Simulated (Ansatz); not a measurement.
# Cs on W(110): change of the work function, part 2 of 3

Wanted: Δφ(θ) for Cs/W(110), starting from the hollow site.

Ansatz 0.2.0; plane-wave DFT, PBE, Ansatz PAW.

So far, work function, upper face (eV): step 2 (the clean slab) 4.84.

**3. The covered slab, k-mesh 4×4×1, coverage 0.111 ML**

System of this step: CsW36 (Cs/W(110)). The cell holds 37 atoms: 36 W and 1 Cs. Cell: a = 8.210 Å, b = 8.210 Å, c = 28.595 Å, α = 90.0°, β = 90.0°, γ = 70.5°. Vacuum lies along c.

The clean slab as it ended is repeated in the plane and the adsorbate is set on one face; the cell's size fixes the coverage, and the k-mesh shrinks with it to keep the sampling density about even. Adsorbate and upper layers relax, since the dipole depends on the height.

The input, input.yaml:

```yaml
crystal:
  lattice:
    - [6.7033722855, -4.74, 0.0]
    - [6.7033722855, 4.74, 0.0]
    - [0.0, 0.0, 28.5949570273]
  atoms:
    - { symbol: W, position: [0.0, 0.0, 0.3147408122] }
    - { symbol: W, position: [0.1666666667, 0.1666666667, 0.3928824729] }
    - { symbol: W, position: [0.0, 0.0, 0.472348767] }
    - { symbol: W, position: [0.1666666667, 0.1666666667, 0.5490115465] }
    - { symbol: W, position: [0.0, 0.3333333333, 0.3147408122] }
    - { symbol: W, position: [0.1666666667, 0.5, 0.3928824729] }
    - { symbol: W, position: [0.0, 0.3333333333, 0.472348767] }
    - { symbol: W, position: [0.1666666667, 0.5, 0.5490115465] }
    - { symbol: W, position: [0.0, 0.6666666667, 0.3147408122] }
    - { symbol: W, position: [0.1666666667, 0.8333333333, 0.3928824729] }
    - { symbol: W, position: [0.0, 0.6666666667, 0.472348767] }
    - { symbol: W, position: [0.1666666667, 0.8333333333, 0.5490115465] }
    - { symbol: W, position: [0.3333333333, 0.0, 0.3147408122] }
    - { symbol: W, position: [0.5, 0.1666666667, 0.3928824729] }
    - { symbol: W, position: [0.3333333333, 0.0, 0.472348767] }
    - { symbol: W, position: [0.5, 0.1666666667, 0.5490115465] }
    - { symbol: W, position: [0.3333333333, 0.3333333333, 0.3147408122] }
    - { symbol: W, position: [0.5, 0.5, 0.3928824729] }
    - { symbol: W, position: [0.3333333333, 0.3333333333, 0.472348767] }
    - { symbol: W, position: [0.5, 0.5, 0.5490115465] }
    - { symbol: W, position: [0.3333333333, 0.6666666667, 0.3147408122] }
    - { symbol: W, position: [0.5, 0.8333333333, 0.3928824729] }
    - { symbol: W, position: [0.3333333333, 0.6666666667, 0.472348767] }
    - { symbol: W, position: [0.5, 0.8333333333, 0.5490115465] }
    - { symbol: W, position: [0.6666666667, 0.0, 0.3147408122] }
    - { symbol: W, position: [0.8333333333, 0.1666666667, 0.3928824729] }
    - { symbol: W, position: [0.6666666667, 0.0, 0.472348767] }
    - { symbol: W, position: [0.8333333333, 0.1666666667, 0.5490115465] }
    - { symbol: W, position: [0.6666666667, 0.3333333333, 0.3147408122] }
    - { symbol: W, position: [0.8333333333, 0.5, 0.3928824729] }
    - { symbol: W, position: [0.6666666667, 0.3333333333, 0.472348767] }
    - { symbol: W, position: [0.8333333333, 0.5, 0.5490115465] }
    - { symbol: W, position: [0.6666666667, 0.6666666667, 0.3147408122] }
    - { symbol: W, position: [0.8333333333, 0.8333333333, 0.3928824729] }
    - { symbol: W, position: [0.6666666667, 0.6666666667, 0.472348767] }
    - { symbol: W, position: [0.8333333333, 0.8333333333, 0.5490115465] }
    - { symbol: Cs, position: [0.28, 0.28, 0.6852591878] }
kpoints:
  mp_grid: { grid: [4, 4, 1] }
hamiltonian:
  xc: pbe
scf:
  occupations: { method: fermi_dirac, width: 0.1 }
  convergence: { dr2_threshold: 1.0e-08 }
efield:
  axis: 3
  dipole_correction: true
  ramp_position: 0.97
  ramp_width: 0.06
relax:
  f_tol: 0.02
  max_steps: 60
  constraints:
    - { sites: [0, 1, 4, 5, 8, 9, 12, 13, 16, 17, 20, 21, 24, 25, 28, 29, 32, 33] }
output:
  write_potential: true
  write_density: true
  volumetric_format: npy
```

Launch:

```sh
> ansatz run input.yaml --threads 4 --pin off --max-ram 16384MiB --backend cpu --events-out ev --progress --plain --runs-dir out
```

The program printed:

```text
[...]
Crystal: 37 atoms, lattice volume = 1817.151 Å³
Basis set: ecut = 420 eV, 35539 PW (Γ), exchange–correlation on 120×120×384 points (8 copies of the dense FFT grid, shifted against one another)
Bands: 308, of which v1, the nominal top of the filled ones, is band 257 counted from 1 (256 counted from 0)
Symmetry: 2 space group operations
[...]
k-points: 7 of 16 (time reversal used)
[...]
SCF iter   1: F=—  HF=-379502.560693 eV  |F-HF|=—  |Δ(HF+E_count)|=         —  Δρ=1.23e-2  dr2=1.24e2  ethr=1.77e-3  p=1.911 e·Å  D=1.90e-1 V/Å  ΔV_dip=-5.44 eV  dr2_dipole=9.95e1  V_vac-E_F(+/−)=-0.01/5.43 eV  ⟨swp⟩=12.7  Hψ=12231  notcnv=0
[...]
SCF iter  12: F=-379500.294462 eV  HF=-379500.294462 eV  |F-HF|=1.28e-9  |Δ(HF+E_count)|=   3.26e-9  Δρ=2.23e-7  dr2=2.13e-9  ethr=1.95e-12  p=1.253 e·Å  D=1.25e-1 V/Å  ΔV_dip=-3.57 eV  dr2_dipole=6.03e-10  V_vac-E_F(+/−)=1.32/4.89 eV  ⟨swp⟩=11.3  Hψ=15842  notcnv=0
SCF 1 converged in 12 iterations: F = -379500.294462 eV  dr2 = 2.13e-9
[...]
relax step   1: F+E_penalty+E_count = -379500.29446228 eV  Δ(F+E_penalty+E_count) = +0.000e0 eV  max|allowed force component| = 6.595e-1 eV/Å  Δτ_max = 0.0000 Å  (12 SCF iters, accepted)
[...]
SCF iter   8: F=-379500.342956 eV  HF=-379500.342956 eV  |F-HF|=9.26e-9  |Δ(HF+E_count)|=   1.37e-7  Δρ=5.66e-7  dr2=1.00e-8  ethr=1.95e-12  p=1.216 e·Å  D=1.21e-1 V/Å  ΔV_dip=-3.46 eV  dr2_dipole=7.41e-10  V_vac-E_F(+/−)=1.43/4.89 eV  ⟨swp⟩=10.4  Hψ=18488  notcnv=0
SCF 2 converged in 8 iterations: F = -379500.342956 eV  dr2 = 1.00e-8
[...]
relax step   2: F+E_penalty+E_count = -379500.34295577 eV  Δ(F+E_penalty+E_count) = -4.849e-2 eV  max|allowed force component| = 5.717e-1 eV/Å  Δτ_max = 0.1182 Å  (8 SCF iters, accepted)
SCF iter   1: F=—  HF=-379500.460449 eV  |F-HF|=—  |Δ(HF+E_count)|=         —  Δρ=1.38e-3  dr2=2.11e-1  ethr=3.65e-4  p=1.216 e·Å  D=1.21e-1 V/Å  ΔV_dip=-3.46 eV  dr2_dipole=6.85e-2  V_vac-E_F(+/−)=1.44/4.90 eV  ⟨swp⟩=5.1  Hψ=4943  notcnv=0
[...]
SCF iter   9: F=-379500.457222 eV  HF=-379500.457222 eV  |F-HF|=3.03e-9  |Δ(HF+E_count)|=   2.93e-8  Δρ=4.09e-7  dr2=8.94e-9  ethr=1.95e-12  p=1.128 e·Å  D=1.12e-1 V/Å  ΔV_dip=-3.21 eV  dr2_dipole=1.54e-10  V_vac-E_F(+/−)=1.67/4.89 eV  ⟨swp⟩=11.9  Hψ=16329  notcnv=0
SCF 3 converged in 9 iterations: F = -379500.457222 eV  dr2 = 8.94e-9
[...]
relax step   3: F+E_penalty+E_count = -379500.45722229 eV  Δ(F+E_penalty+E_count) = -1.143e-1 eV  max|allowed force component| = 2.913e-1 eV/Å  Δτ_max = 0.1954 Å  (9 SCF iters, accepted)
[...]
relax step   4: F+E_penalty+E_count = -379500.48292103 eV  Δ(F+E_penalty+E_count) = -2.570e-2 eV  max|allowed force component| = 7.122e-2 eV/Å  Δτ_max = 0.1951 Å  (9 SCF iters, accepted)
[...]
relax step   5: F+E_penalty+E_count = -379500.48552348 eV  Δ(F+E_penalty+E_count) = -2.602e-3 eV  max|allowed force component| = 3.963e-2 eV/Å  Δτ_max = 0.1318 Å  (8 SCF iters, accepted)
[...]
relax step   6: F+E_penalty+E_count = -379500.48696742 eV  Δ(F+E_penalty+E_count) = -1.444e-3 eV  max|allowed force component| = 1.117e-2 eV/Å  Δτ_max = 0.0945 Å  (8 SCF iters, accepted)
[...]
relax step   7: F+E_penalty+E_count = -379500.48862465 eV  Δ(F+E_penalty+E_count) = -1.657e-3 eV  max|allowed force component| = 1.087e-2 eV/Å  Δτ_max = 0.1956 Å  (8 SCF iters, accepted)
[...]
relax step   8: F+E_penalty+E_count = -379500.48968219 eV  Δ(F+E_penalty+E_count) = -1.058e-3 eV  max|allowed force component| = 1.030e-2 eV/Å  Δτ_max = 0.1950 Å  (8 SCF iters, accepted)
SCF iter   1: F=—  HF=-379500.484560 eV  |F-HF|=—  |Δ(HF+E_count)|=         —  Δρ=4.62e-4  dr2=6.27e-3  ethr=1.12e-5  p=1.048 e·Å  D=1.04e-1 V/Å  ΔV_dip=-2.98 eV  dr2_dipole=1.05e-4  V_vac-E_F(+/−)=1.90/4.89 eV  ⟨swp⟩=6.7  Hψ=5669  notcnv=0
[...]
SCF iter   7: F=-379500.489729 eV  HF=-379500.489729 eV  |F-HF|=1.14e-8  |Δ(HF+E_count)|=   5.83e-8  Δρ=4.93e-7  dr2=9.79e-9  ethr=1.95e-12  p=1.049 e·Å  D=1.04e-1 V/Å  ΔV_dip=-2.99 eV  dr2_dipole=8.44e-10  V_vac-E_F(+/−)=1.90/4.89 eV  ⟨swp⟩=12.6  Hψ=16821  notcnv=0
SCF 9 converged in 7 iterations: F = -379500.489729 eV  dr2 = 9.79e-9
relax step   9: F+E_penalty+E_count = -379500.48972888 eV  Δ(F+E_penalty+E_count) = -4.668e-5 eV  max|allowed force component| = 1.759e-2 eV/Å  Δτ_max = 0.1630 Å  (7 SCF iters, accepted)
NSCF: frozen V_eff on 7 k-points
[...]
SCF converged after 7 iterations
Free energy (F): -379500.489729 eV
[...]
Internal energy: -379499.578561 eV  (E = F + TS)
E sigma→0 (E₀):  -379500.034145 eV
Entropy (-TS):   -0.911168 eV (-24.626 meV/atom)
Fermi energy:    5.110617 eV
Dipole field:    D = 0.104443 V/Å  (p = 1.048839 e·Å, saw-weighted, corrected)
Work function:   Φ+ = 1.9006 eV   Φ− = 4.8871 eV
[...]
--- Forces (eV/Å), atoms counted from 1 ---
  atom   1  W     -0.00163928     0.00000000     0.36812369
  atom   2  W     -0.01347202     0.00000000    -0.37103610
  atom   3  W     -0.01759027     0.00000000     0.00194645
  atom   4  W      0.00652196     0.00000000    -0.00206291
  atom   5  W     -0.00078471     0.00404128     0.36686970
  atom   6  W      0.01104453     0.00751131    -0.36607873
  atom   7  W     -0.01336762     0.00032681    -0.00083683
  atom   8  W     -0.00080092    -0.00040123     0.00406072
  atom   9  W     -0.00048544     0.00417542     0.36868357
  atom  10  W      0.00887156     0.00101950    -0.36258653
  atom  11  W     -0.01407451    -0.00017446    -0.00343841
  atom  12  W      0.00049113    -0.00009569    -0.00090056
  atom  13  W     -0.00078471    -0.00404128     0.36686970
  atom  14  W      0.01104453    -0.00751131    -0.36607873
  atom  15  W     -0.01336762    -0.00032681    -0.00083683
  atom  16  W     -0.00080092     0.00040123     0.00406072
  atom  17  W     -0.00068914     0.00000000     0.35781064
  atom  18  W      0.03782474     0.00000000    -0.37223847
  atom  19  W     -0.01137449     0.00000000    -0.00137684
  atom  20  W      0.00233316     0.00000000    -0.00458707
  atom  21  W     -0.00011013     0.00403417     0.36681032
  atom  22  W      0.01630421    -0.00070907    -0.36287245
  atom  23  W     -0.01363058     0.00121208     0.00108323
  atom  24  W      0.00520818     0.00020795     0.00117987
  atom  25  W     -0.00048544    -0.00417542     0.36868357
  atom  26  W      0.00887156    -0.00101950    -0.36258653
  atom  27  W     -0.01407451     0.00017446    -0.00343841
  atom  28  W      0.00049113     0.00009569    -0.00090056
  atom  29  W     -0.00011013    -0.00403417     0.36681032
  atom  30  W      0.01630421     0.00070907    -0.36287245
  atom  31  W     -0.01363058    -0.00121208     0.00108323
  atom  32  W      0.00520818    -0.00020795     0.00117987
  atom  33  W      0.00079351     0.00000000     0.36783431
  atom  34  W      0.01192349     0.00000000    -0.36650079
  atom  35  W     -0.01147262     0.00000000     0.00022141
  atom  36  W      0.00067000     0.00000000    -0.00237465
  atom  37  Cs    -0.00110658     0.00000000     0.00027060
  max |Σ_I F_I| component: 5.38e-5 eV/Å
--- Band table (eV; the first three rows and the last of 7) ---
  k-point 0: bands = [... 253 lower, 4.8395, 4.8469, 4.9218, 4.9255, 5.4890, 5.6358, 5.6395, 5.9267, ... 47 higher]
  k-point 1: bands = [... 253 lower, 5.0985, 5.1033, 5.1400, 5.1493, 5.1761, 5.2794, 5.3915, 5.4468, ... 47 higher]
  k-point 2: bands = [... 253 lower, 5.1134, 5.1260, 5.1300, 5.1542, 5.1595, 5.3243, 5.3679, 5.3704, ... 47 higher]
  k-point 6: bands = [... 253 lower, 4.6555, 4.6729, 4.9236, 4.9336, 4.9436, 4.9443, 5.0840, 5.1166, ... 47 higher]
--- Relaxed structure (9 steps of the walk, 9 accepted, 0 SCFs on fresh bases) ---
  F+E_penalty+E_count = -379500.48972888 eV   max|allowed force component| = 1.759e-2 eV/Å
  atoms:
    - { symbol: W, position: [0.0, 0.0, 0.314741] }
    - { symbol: W, position: [0.1666666667, 0.1666666667, 0.392882] }
    - { symbol: W, position: [0.000273856, 0.000273856, 0.472340] }
    - { symbol: W, position: [0.166845, 0.166845, 0.549180] }
    - { symbol: W, position: [-2.775558e-17, 0.333333, 0.314741] }
    - { symbol: W, position: [0.166667, 0.5, 0.392882] }
    - { symbol: W, position: [-0.00012534, 0.333560, 0.472201] }
    - { symbol: W, position: [0.166602, 0.500545, 0.548663] }
    - { symbol: W, position: [0.0, 0.6666666667, 0.314741] }
    - { symbol: W, position: [0.166667, 0.8333333333, 0.392882] }
    - { symbol: W, position: [0.000105938, 0.667104, 0.472223] }
    - { symbol: W, position: [0.167116, 0.833371, 0.549478] }
    - { symbol: W, position: [0.333333, -2.775558e-17, 0.314741] }
    - { symbol: W, position: [0.5, 0.166667, 0.392882] }
    - { symbol: W, position: [0.333560, -0.00012534, 0.472201] }
    - { symbol: W, position: [0.500545, 0.166602, 0.548663] }
    - { symbol: W, position: [0.3333333333, 0.3333333333, 0.314741] }
    - { symbol: W, position: [0.5, 0.5, 0.392882] }
    - { symbol: W, position: [0.333582, 0.333582, 0.471981] }
    - { symbol: W, position: [0.500282, 0.500282, 0.549140] }
    - { symbol: W, position: [0.333333, 0.6666666667, 0.314741] }
    - { symbol: W, position: [0.500000, 0.833333, 0.392882] }
    - { symbol: W, position: [0.333634, 0.667338, 0.472186] }
    - { symbol: W, position: [0.500040, 0.833724, 0.549477] }
    - { symbol: W, position: [0.6666666667, 0.0, 0.314741] }
    - { symbol: W, position: [0.8333333333, 0.166667, 0.392882] }
    - { symbol: W, position: [0.667104, 0.000105938, 0.472223] }
    - { symbol: W, position: [0.833371, 0.167116, 0.549478] }
    - { symbol: W, position: [0.6666666667, 0.333333, 0.314741] }
    - { symbol: W, position: [0.833333, 0.500000, 0.392882] }
    - { symbol: W, position: [0.667338, 0.333634, 0.472186] }
    - { symbol: W, position: [0.833724, 0.500040, 0.549477] }
    - { symbol: W, position: [0.6666666667, 0.6666666667, 0.314741] }
    - { symbol: W, position: [0.8333333333, 0.8333333333, 0.392882] }
    - { symbol: W, position: [0.666948, 0.666948, 0.472341] }
    - { symbol: W, position: [0.833584, 0.833584, 0.549334] }
    - { symbol: Cs, position: [0.336479, 0.336479, 0.668311] }
```

Elapsed: 28 min, on 4 threads of Arm Neoverse V1, shared host; peak memory 10 GiB.

The steps of the relaxation:

| step | energy less that of the first step (eV) | largest force component (eV/Å) |
| --- | --- | --- |
| 1 | 0.0000 | 0.6595 |
| 2 | -0.0485 | 0.5717 |
| 3 | -0.1628 | 0.2913 |
| 4 | -0.1885 | 0.0712 |
| 5 | -0.1911 | 0.0396 |
| 6 | -0.1925 | 0.0112 |
| 7 | -0.1942 | 0.0109 |
| 8 | -0.1952 | 0.0103 |
| 9 | -0.1953 | 0.0176 |

Forces are held to the 2 operations that the program found; a distortion that breaks them can't arise in this run.

The atoms that moved most (Å):

| atom | dx | dy | dz | length |
| --- | --- | --- | --- | --- |
| Cs37 | 0.757 | 0.000 | -0.485 | 0.899 |
| W28 | 0.003 | 0.002 | 0.013 | 0.014 |
| W12 | 0.003 | -0.002 | 0.013 | 0.014 |
| W24 | 0.003 | 0.002 | 0.013 | 0.014 |
| W32 | 0.003 | -0.002 | 0.013 | 0.014 |
| W19 | 0.003 | 0.000 | -0.011 | 0.011 |
| W8 | 0.003 | 0.003 | -0.010 | 0.011 |
| W16 | 0.003 | -0.003 | -0.010 | 0.011 |

The relaxed structure:

```
W Cs
1.0
     6.70337   -4.74000    0.00000
     6.70337    4.74000    0.00000
     0.00000    0.00000   28.59496
W Cs
36 1
Direct
  0.00000 0.00000 0.31474
  0.16667 0.16667 0.39288
  0.00027 0.00027 0.47234
  0.16685 0.16685 0.54918
  0.00000 0.33333 0.31474
  0.16667 0.50000 0.39288
  0.99987 0.33356 0.47220
  0.16660 0.50054 0.54866
  0.00000 0.66667 0.31474
  0.16667 0.83333 0.39288
  0.00011 0.66710 0.47222
  0.16712 0.83337 0.54948
  0.33333 0.00000 0.31474
  0.50000 0.16667 0.39288
  0.33356 0.99987 0.47220
  0.50054 0.16660 0.54866
  0.33333 0.33333 0.31474
  0.50000 0.50000 0.39288
  0.33358 0.33358 0.47198
  0.50028 0.50028 0.54914
  0.33333 0.66667 0.31474
  0.50000 0.83333 0.39288
  0.33363 0.66734 0.47219
  0.50004 0.83372 0.54948
  0.66667 0.00000 0.31474
  0.83333 0.16667 0.39288
  0.66710 0.00011 0.47222
  0.83337 0.16712 0.54948
  0.66667 0.33333 0.31474
  0.83333 0.50000 0.39288
  0.66734 0.33363 0.47219
  0.83372 0.50004 0.54948
  0.66667 0.66667 0.31474
  0.83333 0.83333 0.39288
  0.66695 0.66695 0.47234
  0.83358 0.83358 0.54933
  0.33648 0.33648 0.66831
```

Numbers from this step:

```
energy at zero smearing        : -379500.0341 eV
work function, upper face      : 1.901 eV
work function, lower face      : 4.887 eV
dipole along the normal        : 1.049 e·Å
step between the vacuum levels : -2.987 eV
```

Running mean over 2.234 Å of the planar mean; the ramp of the sawtooth is left out. Electron's electrostatic potential energy less the Fermi level against z:

| z (Å) | electron's electrostatic potential energy less the Fermi level (eV) |
| --- | --- |
| 3.5 | 4.89 |
| 4.0 | 4.89 |
| 4.5 | 4.88 |
| 5.0 | 4.87 |
| 5.5 | 4.85 |
| 6.0 | 4.74 |
| 6.5 | 4.40 |
| 7.0 | 3.29 |
| 7.5 | -0.143 |
| 8.0 | -5.76 |
| 8.5 | -10.5 |
| 9.0 | -12.2 |
| 9.5 | -12.5 |
| 10.0 | -12.6 |
| 10.5 | -12.7 |
| 11.0 | -12.7 |
| 11.5 | -12.7 |
| 12.0 | -12.5 |
| 12.5 | -12.4 |
| 13.0 | -12.6 |
| 13.5 | -12.7 |
| 14.0 | -12.9 |
| 14.5 | -13.0 |
| 15.0 | -12.8 |
| 15.5 | -12.4 |
| 16.0 | -11.5 |
| 16.5 | -8.07 |
| 17.0 | -2.68 |
| 17.5 | 1.24 |
| 18.0 | 2.20 |
| 18.5 | 1.81 |
| 19.0 | 1.26 |
| 19.5 | 1.03 |
| 20.0 | 1.15 |
| 20.5 | 1.44 |
| 21.0 | 1.73 |
| 21.5 | 1.85 |
| 22.0 | 1.89 |
| 22.5 | 1.89 |
| 23.0 | 1.90 |
| 23.5 | 1.90 |
| 24.0 | 1.90 |
| 24.5 | 1.90 |
| 25.0 | 1.90 |

The relaxation took 9 steps and lowered the energy by 0.20 eV; the largest force on the free atoms ends at 0.018 eV/Å.

The covered face has 1.90 eV, -2.94 eV against the clean one; the bare back face has moved by -0.01 eV, a measure of how thin the slab is.

(Continued in part 3 of 3.)

[Long decimals in the printed logs are rounded to 6 places.]

[Logs are printed without paths, hosts, clocks, repeated set-up lines and the standing remarks that a program may print on its own settings, such as how far it seeks lower states.]

[Hosts, paths, dates, database ids (printed as entryN), source tags and the programs' standing remarks are cut or masked in the printed files.]

[Maps of the electrostatic potential energy from Ansatz leave out the sawtooth potential of an applied field or a dipole correction, so their vacuum need not be flat; planar profiles and work functions include it.]
